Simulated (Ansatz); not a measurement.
# MgPbS3 in P4_2/mmc, a phase reached by a soft mode: following an unstable mode, part 3 of 3

Aim: this structure of MgPbS3 in P4_2/mmc, a phase reached by a soft mode is to be tested for unstable modes, and one is followed downhill.

Ansatz 0.2.0; DFT PBEsol, scalar-relativistic, plane waves, PAW; PAW set soft_1.

So far. Step 4 (The mode frozen in, largest atomic shift 0.6 Å): The run ends at a pressure of -0.08 GPa, with forces up to 0.21 eV/Å. Step 5 (Energy along the mode, all amplitudes (two of the runs …): The lowest of the steps tried is the last one, at 0.6 Å, 8.30 meV/atom below the parent; the bottom of the well need not coincide with a step.

The structure was built from a prototype and need not be the compound's stable phase.

## (7) The new phase in its own primitive cell

The relaxed structure is symmetrised, reduced to its primitive cell and relaxed tightly, as its phonons need.

input.yaml

```yaml
crystal:
  lattice:
    - [3.8792692832, 0.0, 0.0]
    - [0.0, 14.6840190645, 0.0]
    - [0.0, 0.0, 4.1060439074]
  atoms:
    - { symbol: Mg, position: [0.0, 0.5, 0.5508377143] }
    - { symbol: Mg, position: [0.0, 0.0, 0.0631753233] }
    - { symbol: Pb, position: [0.5, 0.6891173003, 0.0741568896] }
    - { symbol: Pb, position: [0.5, 0.3108826997, 0.0741568896] }
    - { symbol: S, position: [0.5, 0.0, 0.510997761] }
    - { symbol: S, position: [0.5, 0.5, 0.0953411622] }
    - { symbol: S, position: [0.0, 0.6673337144, 0.5851200051] }
    - { symbol: S, position: [0.0, 0.3326662856, 0.5851200051] }
    - { symbol: S, position: [0.5, 0.8900981919, 0.8522332737] }
    - { symbol: S, position: [0.5, 0.1099018081, 0.8522332737] }
kpoints:
  mp_grid: { grid: [10, 4, 10] }
hamiltonian:
  xc: pbesol
  pseudopotentials: { kind: paw, azcp: { folder: soft_1 }, xc_functional: pbe }
scf:
  occupations: { method: methfessel_paxton, width: 0.2 }
output:
  forces: true
  stress: true
  eigenvalues: true
relax:
  adjacent_minimum: "off"
  f_tol: 0.001
  max_steps: 60
  cell: { stress_tol: 0.01 }
```

Command:

```
$ ansatz run input.yaml --threads 8 --pin off --max-ram 16384MiB --backend cpu --events-out ev --progress --plain --runs-dir out
```

Numbers of over 12 decimals in the logs are rounded to 6 here.

What it wrote:

```text
[...]
Crystal: 10 atoms, lattice volume = 233.894 Å³
Basis set: ecut = 420 eV, 4597 PW (Γ), exchange–correlation on 54×200×60 points (8 copies of the dense FFT grid, shifted against one another)
Bands: 52, of which v1, the nominal top of the filled ones, is band 42 counted from 1 (41 counted from 0)
Symmetry: 4 space group operations
[...]
- { symbol: Mg, position: [0, 0, 0.065662] }
    - { symbol: Pb, position: [0.5, 0.688971, 0.071900] }
    - { symbol: Pb, position: [0.5, 0.311029, 0.071900] }
    - { symbol: S, position: [0.5, 0, 0.513347] }
    - { symbol: S, position: [0.5, 0.5, 0.095492] }
    - { symbol: S, position: [0, 0.667265, 0.584232] }
    - { symbol: S, position: [0, 0.332735, 0.584232] }
    - { symbol: S, position: [0.5, 0.890189, 0.854498] }
    - { symbol: S, position: [0.5, 0.109811, 0.854498] }
[key lines of the parts left out:]
SCF converged after 10 iterations
Free energy (F): -32654.008398 eV
Fermi energy:    6.663716 eV
P = ⅓ Tr σ = -0.0007 GPa (-0.007 kbar)
```

Elapsed: 2.8 min, on 8 threads of Arm Neoverse V1, shared host; peak memory 1.4 GiB.

The steps of the relaxation:

| step | energy less that of the first step (eV) | largest force component (eV/Å) | pressure (GPa) | volume (Å³) |
| --- | --- | --- | --- | --- |
| 1 | 0.0000 | 0.0018 | 0.00 | 233.89 |
| 2 | 0.0000 | 0.0019 | 0.00 | 233.93 |
| 3 | 0.0000 | 0.0018 | 0.00 | 233.94 |
| 4 | 0.0000 | 0.0012 | 0.00 | 234.10 |
| 5 | 0.0000 | 0.0034 | 0.01 | 234.17 |
| 6 | 0.0000 | 0.0006 | 0.00 | 234.20 |
| 7 | 0.0000 | 0.0005 | 0.00 | 234.16 |
| 8* | 0.0000 | 0.0005 | 0.00 | 234.16 |

Relaxation steps marked * repeat the geometry before them on a plane-wave basis chosen anew for their cell, so energy and pressure can jump there.

The run keeps the 4 symmetry operations that it works with, so distortions that break them were not tested.

| conventional cell, symmetrised | before | after | change |
| --- | --- | --- | --- |
| a (Å) | 3.879 | 3.880 | +0.0 % |
| b (Å) | 14.684 | 14.690 | +0.0 % |
| c (Å) | 4.106 | 4.109 | +0.1 % |
| volume (Å³/atom) | 23.39 | 23.42 | +0.1 % |

The atoms that moved most (Å, as changes of fractional coordinates times the final cell):

| atom | dx | dy | dz | length |
| --- | --- | --- | --- | --- |
| Mg1 | 0.000 | 0.000 | -0.013 | 0.013 |
| Mg2 | 0.000 | 0.000 | 0.010 | 0.010 |
| S5 | 0.000 | 0.000 | 0.010 | 0.010 |
| Pb4 | 0.000 | 0.002 | -0.009 | 0.010 |
| Pb3 | 0.000 | -0.002 | -0.009 | 0.010 |
| S9 | 0.000 | 0.001 | 0.009 | 0.009 |
| S10 | 0.000 | -0.001 | 0.009 | 0.009 |

The relaxed structure:

```cif
data_structure
_symmetry_space_group_name_H-M 'P 1'
_symmetry_Int_Tables_number 1
_cell_length_a 3.8796
_cell_length_b 14.6902
_cell_length_c 4.1086
_cell_angle_alpha 90.000
_cell_angle_beta 90.000
_cell_angle_gamma 90.000
_cell_volume 234.16
loop_
_atom_site_label
_atom_site_type_symbol
_atom_site_fract_x
_atom_site_fract_y
_atom_site_fract_z
_atom_site_occupancy
Mg1 Mg 0.00000 0.50000 0.54761 1
Mg2 Mg 0.00000 0.00000 0.06566 1
Pb3 Pb 0.50000 0.68897 0.07190 1
Pb4 Pb 0.50000 0.31103 0.07190 1
S5 S 0.50000 0.00000 0.51335 1
S6 S 0.50000 0.50000 0.09549 1
S7 S 0.00000 0.66727 0.58423 1
S8 S 0.00000 0.33273 0.58423 1
S9 S 0.50000 0.89019 0.85450 1
S10 S 0.50000 0.10981 0.85450 1
```

Numbers from this step:

| Property | Result |
| --- | --- |
| pressure | -7.15e-4 GPa |
| volume per atom | 23.42 Å³ |

The largest force component left is 0.52 meV/Å and the pressure is -0.001 GPa, within the tolerances set. The cell now holds 23.42 Å³/atom.

## (8) Modes of the new phase

A relaxed structure may still be a saddle point, so its zone-centre modes are computed. No field response is asked, since the mesh shows no gap.

input.yaml, the sections that differ from step 7:

```yaml
crystal:
  lattice:
    - [3.8796092895, 0.0, 0.0]
    - [0.0, 14.6901845013, 0.0]
    - [0.0, 0.0, 4.1085806768]
  atoms:
    - { symbol: Mg, position: [0.0, 0.5, 0.547610324] }
    - { symbol: Mg, position: [0.0, 0.0, 0.0656617729] }
    - { symbol: Pb, position: [0.5, 0.6889708687, 0.0719004882] }
    - { symbol: Pb, position: [0.5, 0.3110291313, 0.0719004882] }
    - { symbol: S, position: [0.5, 0.0, 0.5133468351] }
    - { symbol: S, position: [0.5, 0.5, 0.0954922701] }
    - { symbol: S, position: [0.0, 0.6672651051, 0.5842323408] }
    - { symbol: S, position: [0.0, 0.3327348949, 0.5842323408] }
    - { symbol: S, position: [0.5, 0.8901887185, 0.8544977187] }
    - { symbol: S, position: [0.5, 0.1098112815, 0.8544977187] }
output:
  eigenvalues: true
phonons:
  method: dfpt
# kpoints, hamiltonian, scf: as in step 7
# relax: removed
```

What it wrote:

```text
[...]
Crystal: 10 atoms, lattice volume = 234.157 Å³
Basis set: ecut = 420 eV, 4597 PW (Γ), exchange–correlation on 54×200×60 points (8 copies of the dense FFT grid, shifted against one another)
Bands: 52, of which v1, the nominal top of the filled ones, is band 42 counted from 1 (41 counted from 0)
Symmetry: 4 space group operations
k-points: 132 of 400 (irreducible under 2 space group operations, time reversal used)
[...]
SCF iter   1: F=—  HF=-32656.943556 eV  |F-HF|=—  |Δ(HF+E_count)|=         —  Δρ=4.18e-2  dr2=1.27e1  ethr=3.10e-3  ⟨swp⟩=10.0  Hψ=36207  notcnv=0
[...]
SCF iter  14: F=-32654.008398 eV  HF=-32654.008398 eV  |F-HF|=1.82e-11  |Δ(HF+E_count)|=  2.55e-11  S|Δr|=    0.00e0  Δρ=3.83e-8  dr2=6.69e-12  ethr=1.00e-12  ⟨swp⟩=17.8  Hψ=48369  notcnv=0
SCF 1 converged in 14 iterations: F = -32654.008398 eV  dr2 = 6.69e-12
[...]
SCF converged after 14 iterations
[...]
Free energy (F): -32654.008398 eV
[...]
Internal energy: -32654.013316 eV  (E = F + TS)
E sigma→0 (E₀):  -32654.009628 eV
Entropy (-TS):   0.004917 eV (0.492 meV/atom)
Fermi energy:    6.663715 eV
[...]
--- Band table (eV; the first three rows and the last of 132) ---
  k-point 0: bands = [... 38 lower, 5.2709, 5.6521, 6.0262, 6.1079, 6.8500, 7.1831, 7.4806, 9.1054, ... 6 higher]
  k-point 1: bands = [... 38 lower, 5.4354, 5.6623, 5.9433, 6.0554, 7.0832, 7.1477, 7.5795, 9.2748, ... 6 higher]
  k-point 2: bands = [... 38 lower, 5.6347, 5.7691, 5.8665, 5.9297, 6.9355, 7.7836, 7.8173, 9.6482, ... 6 higher]
  k-point 131: bands = [... 38 lower, 4.2254, 4.5121, 4.7048, 4.8052, 8.2656, 8.4800, 9.0570, 9.3431, ... 6 higher]
[...]
ASR residual: 7.411e-5 → 0.000e0 eV/Å²; symmetrization residual: 1.151e-5 eV/Å²
[...]
```

Run time: 9.4 min. Hardware: 8 threads; peak memory 4.6 GiB.

Numbers from this step:

| Item | Value |
| --- | --- |
| sum-rule residual before enforcement | 7.41e-5 eV/Å² |
| point group | mm2 |
| highest optical mode at the zone centre (no LO-TO term) | 376.7 cm⁻¹ |
| lowest optical zone-centre mode | 23.33 cm⁻¹ |

Patterns of degenerate modes are one choice out of their space. The modes at Γ (shares of kinetic energy by element, %):

| mode | frequency (cm⁻¹) | symmetry | Mg % | Pb % | S % |
| --- | --- | --- | --- | --- | --- |
| 1 | 0.0 | acoustic | 7 | 63 | 29 |
| 2 | 0.0 | acoustic | 7 | 63 | 29 |
| 3 | 0.0 | acoustic | 7 | 63 | 29 |
| 4 | 23.3 | A1 | 17 | 21 | 62 |
| 5 | 23.5 | B1 | 19 | 16 | 65 |
| 6 | 26.6 | B2 | 1 | 95 | 4 |
| 7 | 30.8 | A2 | 0 | 87 | 13 |
| 8 | 46.1 | A2 | 0 | 7 | 93 |
| 9 | 61.5 | B2 | 23 | 17 | 60 |
| 10 | 66.6 | A1 | 43 | 14 | 43 |
| 11 | 69.4 | B1 | 49 | 14 | 37 |
| 12 | 74.4 | A1 | 29 | 49 | 22 |
| 13 | 78.0 | A1 | 25 | 49 | 26 |
| 14 | 95.2 | B2 | 19 | 19 | 62 |
| 15 | 105.9 | B1 | 46 | 2 | 52 |
| 16 | 122.1 | B1 | 4 | 0 | 96 |
| 17 | 144.3 | B2 | 24 | 1 | 75 |
| 18 | 154.2 | B2 | 15 | 3 | 82 |
| 19 | 159.5 | A2 | 0 | 5 | 95 |
| 20 | 165.2 | A1 | 1 | 2 | 97 |
| 21 | 169.9 | B1 | 0 | 4 | 96 |
| 22 | 180.8 | A1 | 75 | 0 | 25 |
| 23 | 217.8 | A1 | 1 | 1 | 98 |
| 24 | 220.9 | B2 | 26 | 0 | 74 |
| 25 | 240.7 | A1 | 0 | 0 | 100 |
| 26 | 252.7 | B2 | 1 | 2 | 96 |
| 27 | 254.7 | B1 | 75 | 0 | 25 |
| 28 | 365.0 | B2 | 10 | 0 | 90 |
| 29 | 368.1 | B2 | 73 | 0 | 27 |
| 30 | 376.7 | A1 | 2 | 0 | 98 |

Displacements in mode 4 (23.3 cm⁻¹), the largest set to 1:
```
Mg1  0.00  0.00 -0.11
Mg2  0.00  0.00  1.00
Pb3  0.00 -0.06 -0.26
Pb4  0.00  0.06 -0.26
S5   0.00  0.00  0.94
S6   0.00  0.00  0.00
S7   0.00  0.02 -0.07
S8   0.00 -0.02 -0.07
S9   0.00  0.01  0.96
S10  0.00 -0.01  0.96
```

Displacements in mode 18 (154.2 cm⁻¹), the largest set to 1:
```
Mg1  0.00  0.14  0.00
Mg2  0.00 -0.79  0.00
Pb3  0.00 -0.05 -0.06
Pb4  0.00 -0.05  0.06
S5   0.00  0.58  0.00
S6   0.00  0.16  0.00
S7   0.00  0.06  1.00
S8   0.00  0.06 -1.00
S9   0.00  0.11 -0.31
S10  0.00  0.11  0.31
```

Before it was imposed, the acoustic sum rule was missed by 7.4e-5 eV/Å². Small misses are needed for a sound result but don't prove that mesh and cutoff are converged. The lowest optical mode is real, 23.3 cm⁻¹.

## (9) What came out

| Property | Result |
| --- | --- |
| unstable mode of the parent | q = (0, 0, 0), 56i cm⁻¹ |
| depth at the lowest point sampled | 8.30 meV/atom |
| largest atomic shift at that point | 0.6 Å |
| space group reached (within 0.01 Å) | Pmm2 |
| energy gained over the parent (first relaxation, on the mesh of the frozen mode) | 206 meV/atom |
| volume per atom, phase reached | 23.4 Å³ |
| lowest optical zone-centre mode, phase reached | 23.3 cm⁻¹ |
| highest optical mode at the zone centre (no LO-TO term), phase reached | 377 cm⁻¹ |

**Reading.** From this start the structure relaxes into Pmm2, 206 meV/atom below the parent. At the parent's cell the well is 8.298 meV/atom deep on the steps tried, with its lowest point at a shift of 0.6 Å. That is the last step tried, so the steps alone don't bracket the bottom of the well. Relaxing atoms and cell changes the gain by +197.40 meV/atom against the lowest step (energies at zero smearing). Most of the total comes from this relaxation. The frozen pattern makes up only 11 % of the final shifts of the atoms, so other modes or strain give most of the change. The new phase has no imaginary mode at the zone centre of its cell; other wavevectors were not checked. Of the 2 patterns followed to their end from this parent, this one reaches the lowest energy. Each path keeps the symmetry of its pattern, so a lower phase may lie along a pattern not tried. With no gap, or one that is small against the smearing, the frequencies hang on the k mesh and the smearing, most of all near Kohn anomalies. A semilocal functional can close a gap that the real compound would have, so the metallic treatment may be an artefact of the level. Spin-orbit coupling is left out, which can matter for the heavy elements here. The PAW files were made for PBE and serve the other functionals too. The starting cell was built on a prototype and not taken from a measurement, so the phase need not exist.

[Logs are printed without paths, hosts, clocks, repeated set-up lines and the standing remarks that a program may print on its own settings, such as how far it seeks lower states.]

[Hosts, paths, dates, database ids (printed as entryN), source tags and the programs' standing remarks are cut or masked in the printed files.]
